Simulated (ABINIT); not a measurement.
# Quasiparticle gap of NaLiICl (P4/mmm) in ABINIT, part 2 of 3

Aim: the G0W0 gap of NaLiICl (P4/mmm) on PBEsol with spin-orbit coupling, step by step.

ABINIT 10.8.3; PBEsol and many-body steps on it, plane waves. Known limits of the many-body steps: not at the basis limit; screening head approximate; coarse k mesh.

So far. Step 2 (Ground state): The gap is indirect, with the least direct gap 0.13 eV higher.

## (3) Bands along the symmetry lines

Level of this step: DFT, PBEsol with spin-orbit coupling, plane waves, norm-conserving pseudopotentials (ABINIT).

The cheap functional maps the bands first; the places of the edges decide which points the dearer methods must see.

The input, run.abi:

```
acell 3*1.0 Angstrom
rprim 
  4.091636000000 0.000000000000 0.000000000000
  0.000000000000 4.091636000000 0.000000000000
  0.000000000000 0.000000000000 6.215344000000
ntypat 4
znucl 11 3 53 17
natom 4
typat 1 2 3 4
xred 
  0.500000000000 0.500000000000 0.500000000000
  0.000000000000 0.000000000000 0.000000000000
  0.500000000000 0.500000000000 0.000000000000
  0.000000000000 0.000000000000 0.500000000000
pp_dirpath "pseudos"
pseudos "Na.upf, Li.upf, I.upf, Cl.upf"
ecut 38
nspinor 2
iscf -2
irdden 1
kptopt 0
nkpt 39
kpt 
  0.00000000 0.00000000 0.00000000
  0.00000000 0.12500000 0.00000000
  0.00000000 0.25000000 0.00000000
  0.00000000 0.37500000 0.00000000
  0.00000000 0.50000000 0.00000000
  0.12500000 0.50000000 0.00000000
  0.25000000 0.50000000 0.00000000
  0.37500000 0.50000000 0.00000000
  0.50000000 0.50000000 0.00000000
  0.37500000 0.37500000 0.00000000
  0.25000000 0.25000000 0.00000000
  0.12500000 0.12500000 0.00000000
  0.00000000 0.00000000 0.00000000
  0.00000000 0.00000000 0.12500000
  0.00000000 0.00000000 0.25000000
  0.00000000 0.00000000 0.37500000
  0.00000000 0.00000000 0.50000000
  0.00000000 0.12500000 0.50000000
  0.00000000 0.25000000 0.50000000
  0.00000000 0.37500000 0.50000000
  0.00000000 0.50000000 0.50000000
  0.12500000 0.50000000 0.50000000
  0.25000000 0.50000000 0.50000000
  0.37500000 0.50000000 0.50000000
  0.50000000 0.50000000 0.50000000
  0.37500000 0.37500000 0.50000000
  0.25000000 0.25000000 0.50000000
  0.12500000 0.12500000 0.50000000
  0.00000000 0.00000000 0.50000000
  0.00000000 0.50000000 0.00000000
  0.00000000 0.50000000 0.12500000
  0.00000000 0.50000000 0.25000000
  0.00000000 0.50000000 0.37500000
  0.00000000 0.50000000 0.50000000
  0.50000000 0.50000000 0.00000000
  0.50000000 0.50000000 0.12500000
  0.50000000 0.50000000 0.25000000
  0.50000000 0.50000000 0.37500000
  0.50000000 0.50000000 0.50000000
istwfk *1
nband 42
nbdbuf 6
tolwfr 1e-08
nstep 40
prtwf 0
prtvol 0
indata_prefix "in"
outdata_prefix "out"
tmpdata_prefix "tmp"
```

The run is started by

```
$ OMP_NUM_THREADS=1 mpirun -n 4 abinit run.abi > log
```

Numbers of over 12 decimals in the logs are rounded to 6 here.

The log of the run:

```text
.Version 10.8.3 of ABINIT. v10.8.2 released Aug 2026.

 Symmetries : space group P4/m m m (#123); Bravais tP (primitive tetrag.)
[... echo of the input left out ...]
== DATASET  1 ==================================================================
-   mpi_nproc: 4, omp_nthreads: 1 (-1 if OMP is not activated)

--- !DatasetInfo
iteration_state: {dtset: 1, }
dimensions: {natom: 4, nkpt: 39, mband: 42, nsppol: 1, nspinor: 2, nspden: 1, mpw: 7888, }
cutoff_energies: {ecut:  38.0, pawecutdg:  -1.0, }
electrons: {nelect:   2.60000000E+01, charge:   0.00000000E+00, occopt:   1.00000000E+00, tsmear:   1.00000000E-02, }

 Real(R)+Recip(G) space primitive vectors, cartesian coordinates (Bohr,Bohr^-1):
 R(1)=  7.7320714  0.0000000  0.0000000  G(1)=  0.1293314  0.0000000  0.0000000
 R(2)=  0.0000000  7.7320714  0.0000000  G(2)=  0.0000000  0.1293314  0.0000000
 R(3)=  0.0000000  0.0000000 11.7452979  G(3)=  0.0000000  0.0000000  0.0851405
 Unit cell volume ucvol=  7.0219180E+02 bohr^3
 Angles (23,13,12)=  9.00000000E+01  9.00000000E+01  9.00000000E+01 degrees

 getcut: wavevector=  0.0000  0.0000  0.0000  ngfft=  45  45  72
         ecut(hartree)=     38.000   => boxcut(ratio)=   2.05069

--- Pseudopotential description ------------------------------------------------
- Na Generated using ONCVPSP code by D. R. Hamann
- 11.00000   9.00000  180509                  znucl, zion, pspdat
12 -116133 1 -1 2016                          pspcod,pspxc,lmax,lloc,mmax
     nproj     2     2     0     0
     spin-orbit psp
        nprojso     3     0     0
  pspatm : epsatm=    9.33086523
         --- l  ekb(1:nproj) -->
             0   -0.678102    2.658161
             1   -6.761008   -2.404561
  spin-orbit 1    0.012472    0.006439   -0.000126
 pspatm: atomic psp has been read  and splines computed

- Li Generated using ONCVPSP code by D. R. Hamann
-  3.00000   3.00000  180509                  znucl, zion, pspdat
12 -116133 1 -1 1944                          pspcod,pspxc,lmax,lloc,mmax
     nproj     2     2     0     0
     spin-orbit psp
        nprojso     3     0     0
  pspatm : epsatm=    2.60902526
         --- l  ekb(1:nproj) -->
             0   -4.855855   -1.482424
[...]
spin-orbit 1    0.001427   -0.000365    0.000138
 pspatm: atomic psp has been read  and splines computed

- I Generated using ONCVPSP code by D. R. Hamann
- 53.00000   7.00000  180509                  znucl, zion, pspdat
12 -116133 2 -1 1210                          pspcod,pspxc,lmax,lloc,mmax
     nproj     2     4     4     0
     spin-orbit psp
        nprojso     4     4     0
  pspatm : epsatm=   18.13292851
         --- l  ekb(1:nproj) -->
[...]
1    4.049696    0.759630    0.008283    0.000022
             2    4.195355    0.725136    0.003540    0.000041
  spin-orbit 1   -0.423511    0.212177    0.050604   -0.000498
[...]
1.87E-05  1.31E-03
[...]
Non-SCF case, kpt   38 (  0.50000  0.50000  0.37500), residuals and eigenvalues=
[...]
Non-SCF case, kpt   39 (  0.50000  0.50000  0.50000), residuals and eigenvalues=
[...]
2.7546E-01  2.7546E-01  2.7551E-01  2.7551E-01  2.9257E-01  2.9257E-01
  3.3423E-01  3.3423E-01  3.4045E-01  3.4045E-01  3.4107E-01  3.4107E-01

--- !ResultsGS
iteration_state: {dtset: 1, }
comment   : Summary of ground state results
lattice_vectors:
- [  7.7320714,   0.0000000,   0.0000000, ]
- [  0.0000000,   7.7320714,   0.0000000, ]
- [  0.0000000,   0.0000000,  11.7452979, ]
lattice_lengths: [   7.73207,    7.73207,   11.74530, ]
lattice_angles: [ 90.000,  90.000,  90.000, ] # degrees, (23, 13, 12)
lattice_volume:   7.0219180E+02
convergence: {deltae:  0.000E+00, res2:  0.000E+00, residm:  9.989E-09, diffor:  0.000E+00, }
etotal    :  -8.23152858E+01
entropy   :   0.00000000E+00
fermie    :   1.25464168E-02
cartesian_stress_tensor: null
pressure_GPa: null
xred      :
- [  5.0000E-01,   5.0000E-01,   5.0000E-01, Na]
- [  0.0000E+00,   0.0000E+00,   0.0000E+00, Li]
- [  5.0000E-01,   5.0000E-01,   0.0000E+00,  I]
- [  0.0000E+00,   0.0000E+00,   5.0000E-01, Cl]
cartesian_forces: null
force_length_stats: {min: null, max: null, mean: null, }

 Integrated electronic density in atomic spheres:
 ------------------------------------------------
 Atom  Sphere_radius  Integrated_density
[...]
================================================================================

 ----iterations are completed or convergence reached----

 Mean square residual over all n,k,spin=   53.189E-10; max=  99.894E-10
 reduced coordinates (array xred) for    4 atoms
[...]
0.500000000000      0.500000000000      0.000000000000
       0.000000000000      0.000000000000      0.500000000000

 cartesian coordinates (angstrom) at end:
    1      2.045818     2.045818     3.107672
    2      0.000000     0.000000     0.000000
    3      2.045818     2.045818     0.000000
    4      0.000000     0.000000     3.107672
 length scales=  1.889726125908  1.889726125908  1.889726125908 bohr
              =  1.000000000000  1.000000000000  1.000000000000 angstroms
 prteigrs : about to open file out_EIG
 Eigenvalues (hartree) for nkpt=  39  k points:
 kpt#   1, nband= 42, wtk=  1.00000, kpt=  0.0000  0.0000  0.0000 (reduced coord)
[...]
kpt#   2, nband= 42, wtk=  1.00000, kpt=  0.0000  0.1250  0.0000 (reduced coord)
[...]
kpt#   3, nband= 42, wtk=  1.00000, kpt=  0.0000  0.2500  0.0000 (reduced coord)
[...]
kpt#  38, nband= 42, wtk=  1.00000, kpt=  0.5000  0.5000  0.3750 (reduced coord)
[...]
0.36479    0.36479
 kpt#  39, nband= 42, wtk=  1.00000, kpt=  0.5000  0.5000  0.5000 (reduced coord)
[...]
-0.02408   -0.02408    0.20784    0.20784    0.27074    0.27074    0.27546    0.27546
   0.27551    0.27551    0.29257    0.29257    0.33423    0.33423    0.34045    0.34045
   0.34107    0.34107

== END DATASET(S) ==============================================================
================================================================================

 -outvars: echo values of variables after computation  --------
            nband          42
             nkpt          39
          spgroup         123
 [... the other variables as echoed above ...]

 Calculation completed.
```

The job ended after 6.5 min (4 MPI ranks of AMD EPYC 7571, shared host; peak memory 0.76 GiB; 26 min of CPU time).

This step gave:

* gap: 3.902 eV
* k of the valence top: 0, 0.5, 0.5
* k of the conduction bottom: 0, 0, 0
* least direct gap: 4.033 eV

The gap is 3.902 eV, as in the run before at this level.

Electronic bands along the path, in eV, zero at the top of the highest filled band:

| point | band 23 | band 24 | band 25 | band 26 | band 27 | band 28 | band 29 | band 30 |
| --- | --- | --- | --- | --- | --- | --- | --- | --- |
| Γ | -0.22 | -0.22 | -0.13 | -0.13 | 3.90 | 3.90 | 5.24 | 5.24 |
| halfway | -0.71 | -0.71 | -0.16 | -0.16 | 4.97 | 4.97 | 5.72 | 5.72 |
| X | -1.05 | -1.05 | -0.06 | -0.06 | 5.67 | 5.67 | 6.26 | 6.26 |
| halfway | -1.25 | -1.25 | -0.89 | -0.89 | 5.31 | 5.31 | 6.18 | 6.18 |
| M | -1.36 | -1.36 | -0.79 | -0.79 | 4.50 | 4.50 | 5.89 | 5.89 |
| halfway | -1.07 | -1.07 | -0.68 | -0.68 | 5.71 | 5.71 | 6.47 | 6.47 |
| Γ | -0.22 | -0.22 | -0.13 | -0.13 | 3.90 | 3.90 | 5.24 | 5.24 |
| halfway | -0.54 | -0.54 | -0.20 | -0.20 | 4.58 | 4.58 | 5.51 | 5.51 |
| Z | -0.81 | -0.81 | -0.28 | -0.28 | 5.43 | 5.43 | 6.01 | 6.01 |
| halfway | -0.82 | -0.82 | -0.26 | -0.26 | 5.50 | 5.50 | 5.52 | 5.52 |
| R | -0.70 | -0.70 | 0.00 | 0.00 | 4.56 | 4.56 | 5.29 | 5.29 |
| halfway | -1.09 | -1.09 | -0.72 | -0.72 | 5.35 | 5.35 | 5.83 | 5.83 |
| A | -1.40 | -1.40 | -1.00 | -1.00 | 5.31 | 5.31 | 7.03 | 7.03 |
| halfway | -0.85 | -0.85 | -0.65 | -0.65 | 5.71 | 5.71 | 6.41 | 6.41 |
| Z | -0.81 | -0.81 | -0.28 | -0.28 | 5.43 | 5.43 | 6.01 | 6.01 |
| jump to X | -1.05 | -1.05 | -0.06 | -0.06 | 5.67 | 5.67 | 6.26 | 6.26 |
| halfway | -0.96 | -0.96 | -0.03 | -0.03 | 5.17 | 5.17 | 5.48 | 5.48 |
| R | -0.70 | -0.70 | 0.00 | 0.00 | 4.56 | 4.56 | 5.29 | 5.29 |
| jump to M | -1.36 | -1.36 | -0.79 | -0.79 | 4.50 | 4.50 | 5.89 | 5.89 |
| halfway | -1.38 | -1.38 | -0.90 | -0.90 | 4.82 | 4.82 | 6.45 | 6.45 |
| A | -1.40 | -1.40 | -1.00 | -1.00 | 5.31 | 5.31 | 7.03 | 7.03 |

## (4) Empty states on the mesh, 2×2×2 mesh, 140 bands

The sums over transitions need many empty states on a uniform mesh; this step solves for them.

The input, run.abi:

```
acell 3*1.0 Angstrom
rprim 
  4.091636000000 0.000000000000 0.000000000000
  0.000000000000 4.091636000000 0.000000000000
  0.000000000000 0.000000000000 6.215344000000
ntypat 4
znucl 11 3 53 17
natom 4
typat 1 2 3 4
xred 
  0.500000000000 0.500000000000 0.500000000000
  0.000000000000 0.000000000000 0.000000000000
  0.500000000000 0.500000000000 0.000000000000
  0.000000000000 0.000000000000 0.500000000000
pp_dirpath "pseudos"
pseudos "Na.upf, Li.upf, I.upf, Cl.upf"
ecut 38
nspinor 2
ngkpt 2 2 2
nshiftk 1
shiftk 0 0 0
kptopt 1
chksymbreak 0
iscf -2
irdden 1
istwfk *1
nband 140
nbdbuf 12
tolwfr 1e-09
nstep 60
prtvol 0
indata_prefix "in"
outdata_prefix "out"
tmpdata_prefix "tmp"
```

The log of the run:

```text
.Version 10.8.3 of ABINIT. v10.8.2 released Aug 2026.

 Symmetries : space group P4/m m m (#123); Bravais tP (primitive tetrag.)
[... echo of the input left out ...]
== DATASET  1 ==================================================================
-   mpi_nproc: 4, omp_nthreads: 1 (-1 if OMP is not activated)

--- !DatasetInfo
iteration_state: {dtset: 1, }
dimensions: {natom: 4, nkpt: 6, mband: 140, nsppol: 1, nspinor: 2, nspden: 1, mpw: 7872, }
cutoff_energies: {ecut:  38.0, pawecutdg:  -1.0, }
electrons: {nelect:   2.60000000E+01, charge:   0.00000000E+00, occopt:   1.00000000E+00, tsmear:   1.00000000E-02, }

 Real(R)+Recip(G) space primitive vectors, cartesian coordinates (Bohr,Bohr^-1):
 R(1)=  7.7320714  0.0000000  0.0000000  G(1)=  0.1293314  0.0000000  0.0000000
 R(2)=  0.0000000  7.7320714  0.0000000  G(2)=  0.0000000  0.1293314  0.0000000
 R(3)=  0.0000000  0.0000000 11.7452979  G(3)=  0.0000000  0.0000000  0.0851405
 Unit cell volume ucvol=  7.0219180E+02 bohr^3
 Angles (23,13,12)=  9.00000000E+01  9.00000000E+01  9.00000000E+01 degrees

 getcut: wavevector=  0.0000  0.0000  0.0000  ngfft=  45  45  72
         ecut(hartree)=     38.000   => boxcut(ratio)=   2.05069

--- Pseudopotential description ------------------------------------------------
- Na Generated using ONCVPSP code by D. R. Hamann
- 11.00000   9.00000  180509                  znucl, zion, pspdat
12 -116133 1 -1 2016                          pspcod,pspxc,lmax,lloc,mmax
     nproj     2     2     0     0
     spin-orbit psp
        nprojso     3     0     0
  pspatm : epsatm=    9.33086523
         --- l  ekb(1:nproj) -->
             0   -0.678102    2.658161
             1   -6.761008   -2.404561
  spin-orbit 1    0.012472    0.006439   -0.000126
 pspatm: atomic psp has been read  and splines computed

- Li Generated using ONCVPSP code by D. R. Hamann
-  3.00000   3.00000  180509                  znucl, zion, pspdat
12 -116133 1 -1 1944                          pspcod,pspxc,lmax,lloc,mmax
     nproj     2     2     0     0
     spin-orbit psp
        nprojso     3     0     0
  pspatm : epsatm=    2.60902526
         --- l  ekb(1:nproj) -->
             0   -4.855855   -1.482424
[...]
spin-orbit 1    0.001427   -0.000365    0.000138
 pspatm: atomic psp has been read  and splines computed

- I Generated using ONCVPSP code by D. R. Hamann
- 53.00000   7.00000  180509                  znucl, zion, pspdat
12 -116133 2 -1 1210                          pspcod,pspxc,lmax,lloc,mmax
     nproj     2     4     4     0
     spin-orbit psp
        nprojso     4     4     0
  pspatm : epsatm=   18.13292851
         --- l  ekb(1:nproj) -->
[...]
1    4.049696    0.759630    0.008283    0.000022
             2    4.195355    0.725136    0.003540    0.000041
  spin-orbit 1   -0.423511    0.212177    0.050604   -0.000498
[...]
2.13E-10  3.77E-10  1.69E-10  6.08E-10  1.33E-10  3.46E-10  1.46E-10  2.07E-10
  1.18E-10  3.91E-10  8.00E-11  7.05E-10  2.40E-10  8.55E-10  3.63E-10  8.74E-10
  2.73E-10  8.96E-10  2.33E-10  5.54E-10  2.85E-10  6.58E-10  2.07E-10  3.67E-10
[...]
3.26E-05  1.81E-04  4.56E-05  1.71E-04
 -1.8180E+00 -1.8180E+00 -1.6288E+00 -1.6288E+00 -7.9672E-01 -7.9672E-01
 -7.9053E-01 -7.9053E-01 -7.8950E-01 -7.8950E-01 -4.7021E-01 -4.7021E-01
 -4.0742E-01 -4.0742E-01 -8.4377E-02 -8.4377E-02 -3.7715E-02 -3.7715E-02
[...]
1.2735E+00  1.2735E+00  1.2867E+00  1.2867E+00  1.2869E+00  1.2869E+00
  1.2916E+00  1.2916E+00  1.3566E+00  1.3568E+00  1.3573E+00  1.3587E+00
  1.3643E+00  1.3663E+00
 prteigrs : prtvol=0 or 1, do not print more k-points.

--- !ResultsGS
iteration_state: {dtset: 1, }
comment   : Summary of ground state results
lattice_vectors:
- [  7.7320714,   0.0000000,   0.0000000, ]
- [  0.0000000,   7.7320714,   0.0000000, ]
- [  0.0000000,   0.0000000,  11.7452979, ]
lattice_lengths: [   7.73207,    7.73207,   11.74530, ]
lattice_angles: [ 90.000,  90.000,  90.000, ] # degrees, (23, 13, 12)
lattice_volume:   7.0219180E+02
convergence: {deltae:  0.000E+00, res2:  0.000E+00, residm:  9.970E-10, diffor:  0.000E+00, }
etotal    :  -8.23152858E+01
entropy   :   0.00000000E+00
fermie    :   1.25464168E-02
cartesian_stress_tensor: null
pressure_GPa: null
xred      :
- [  5.0000E-01,   5.0000E-01,   5.0000E-01, Na]
- [  0.0000E+00,   0.0000E+00,   0.0000E+00, Li]
- [  5.0000E-01,   5.0000E-01,   0.0000E+00,  I]
- [  0.0000E+00,   0.0000E+00,   5.0000E-01, Cl]
cartesian_forces: null
force_length_stats: {min: null, max: null, mean: null, }

 Integrated electronic density in atomic spheres:
 ------------------------------------------------
 Atom  Sphere_radius  Integrated_density
[...]
================================================================================

 ----iterations are completed or convergence reached----

 Mean square residual over all n,k,spin=   48.868E-11; max=  99.698E-11
 reduced coordinates (array xred) for    4 atoms
[...]
0.500000000000      0.500000000000      0.000000000000
       0.000000000000      0.000000000000      0.500000000000

 cartesian coordinates (angstrom) at end:
    1      2.045818     2.045818     3.107672
    2      0.000000     0.000000     0.000000
    3      2.045818     2.045818     0.000000
    4      0.000000     0.000000     3.107672
 length scales=  1.889726125908  1.889726125908  1.889726125908 bohr
              =  1.000000000000  1.000000000000  1.000000000000 angstroms
 prteigrs : about to open file out_EIG
 Eigenvalues (hartree) for nkpt=   6  k points:
 kpt#   1, nband=140, wtk=  0.12500, kpt=  0.0000  0.0000  0.0000 (reduced coord)
[...]
1.22234    1.22234    1.25212    1.25212    1.25811    1.25811    1.27347    1.27347
   1.28671    1.28671    1.28693    1.28693    1.29155    1.29155    1.35660    1.35684
   1.35734    1.35868    1.36427    1.36634
 prteigrs : prtvol=0 or 1, do not print more k-points.

== END DATASET(S) ==============================================================
================================================================================

 -outvars: echo values of variables after computation  --------
            nband         140
             nkpt           6
          spgroup         123
 [... the other variables as echoed above ...]

 Calculation completed.
```

It took 9.7 min on 4 MPI ranks; peak memory 0.57 GiB.

Numbers from this step:

```yaml
gap: 3.902 eV
k_of_the_valence_top: 0.5, 0, 0.5
k_of_the_conduction_bottom: 0, 0, 0
least_direct_gap: 4.033 eV
k_points_computed: 6
lowest_point_of_the_top_converged_band_above_the_valence_top: 31.31 eV
```

On this mesh the gap is 3.902 eV.

## (5) Screening, 2×2×2 mesh, 128 bands, screening to 98 eV

The RPA dielectric matrix is built and inverted for each q.

This step: RPA screening on PBEsol with spin-orbit coupling, plane waves, norm-conserving pseudopotentials.

Changes to run.abi since step 4:

```diff
@@ -23,10 +23,11 @@
 chksymbreak 0
-iscf -2
-irdden 1
 istwfk *1
-nband 140
-nbdbuf 12
-tolwfr 1e-09
-nstep 60
-prtvol 0
+occopt 1
+irdwfk 1
+optdriver 3
+nband 128
+ecuteps 3.6
+inclvkb 0
+awtr 1
+symchi 1
 indata_prefix "in"
```

The log of the run:

```text
.Version 10.8.3 of ABINIT. v10.8.2 released Aug 2026.

 Symmetries : space group P4/m m m (#123); Bravais tP (primitive tetrag.)
[... echo of the input left out ...]
== DATASET  1 ==================================================================
-   mpi_nproc: 4, omp_nthreads: 1 (-1 if OMP is not activated)

--- !DatasetInfo
iteration_state: {dtset: 1, }
dimensions: {natom: 4, nkpt: 6, mband: 128, nsppol: 1, nspinor: 2, nspden: 1, mpw: 7872, }
cutoff_energies: {ecut:  38.0, pawecutdg:  -1.0, }
electrons: {nelect:   2.60000000E+01, charge:   0.00000000E+00, occopt:   1.00000000E+00, tsmear:   1.00000000E-02, }

 SCREENING: Calculation of the susceptibility and dielectric matrices

 Based on a program developped by R.W. Godby, V. Olevano, G. Onida, and L. Reining.
 Incorporated in ABINIT by V. Olevano, G.-M. Rignanese, and M. Torrent.
.Using double precision arithmetic ; gwpc =  8

[... cell and pseudopotentials left out ...]
--------------------------------------------------------------------------------

 ==== K-mesh for the wavefunctions ====
 Number of points in the irreducible wedge :     6
[... list of points left out ...]
 Together with 16 symmetry operations and time-reversal symmetry
 yields     8 points in the full Brillouin Zone.

 ==== Q-mesh for the screening function ====
 Number of points in the irreducible wedge :     6
[... list of points left out ...]
 Together with 16 symmetry operations and time-reversal symmetry
 yields     8 points in the full Brillouin Zone.

 setmesh: FFT mesh size selected  =    30x   30x   45
          total number of points  =        40500

 vcoul_init : cutoff-mode = AUXILIARY_FUNCTION
 q-points for optical limit:   1
     1)      0.000010    0.000020    0.000030

- screening: taking advantage of time-reversal symmetry
- Maximum band index for partially occupied states nbvw = 26
- Remaining bands to be divided among processors   nbcw = 102
- Number of bands treated by each node ~25

 Number of electrons calculated from density =   26.0000; Expected =   26.0000
 average of density, n =  0.037027
 r_s =    1.8612
 omega_plasma =   18.5616 [eV]

 calculating chi0 at frequencies [eV] :
  1    0.000000E+00    0.000000E+00
  2    0.000000E+00    1.856156E+01

--------------------------------------------------------------------------------
  q-point number  1        q = ( 0.000000, 0.000000, 0.000000) [r.l.u.]
--------------------------------------------------------------------------------
[... chi0 elements left out ...]
 For q-point:  0.000010 0.000020 0.000030
  dielectric constant =   3.5934
  dielectric constant without local fields =   4.2683

  Average fulfillment of the sum rule on Im[epsilon] for q-point    1 :     49.30  [%]
[... wings left out ...]
  q-point number  2        q = ( 0.500000, 0.000000, 0.000000) [r.l.u.]
--------------------------------------------------------------------------------
[... chi0 elements left out ...]
  Average fulfillment of the sum rule on Im[epsilon] for q-point    2 :     54.64  [%]

 [... 4 further q-points ...]
```

It took 4.3 min on 4 MPI ranks; peak memory 2.1 GiB.

This step gave:

```yaml
eps_infinity_with_local_fields_on_this_mesh_along_the_program_s_q_direction: 3.593
the_same_without_local_fields: 4.268
plasma_frequency: 18.56 eV
plane_waves_in_the_screening_matrix: 231
```

Local fields lower ε∞ by 16 %. On a Γ-centred mesh this coarse the value itself is usually too large, while a short band sum pulls it down.

(Part 2 of 3 ends here.)

[Paths, hosts, dates, memory and timing lines, banners, echoed tables and standing remarks are left out of the program output.]

[Logs are printed without paths, hosts, clocks, repeated set-up lines and the standing remarks that a program may print on its own settings, such as how far it seeks lower states.]

[Runs of the session that timed out or met a known fault of the program may be left out.]

[Hosts, paths, dates, database ids (printed as entryN), source tags and the programs' standing remarks are cut or masked in the printed files.]

[G0W0 gaps are taken among the corrected bands and points alone; a level outside them can change the order at an edge.]

[Where Ansatz stands beside ABINIT at settings called matched, ABINIT's density can come from a denser mesh and the files from another edition; pairs whose starting gaps differed by over 0.03 eV were left out, so agreement reads better than it is.]
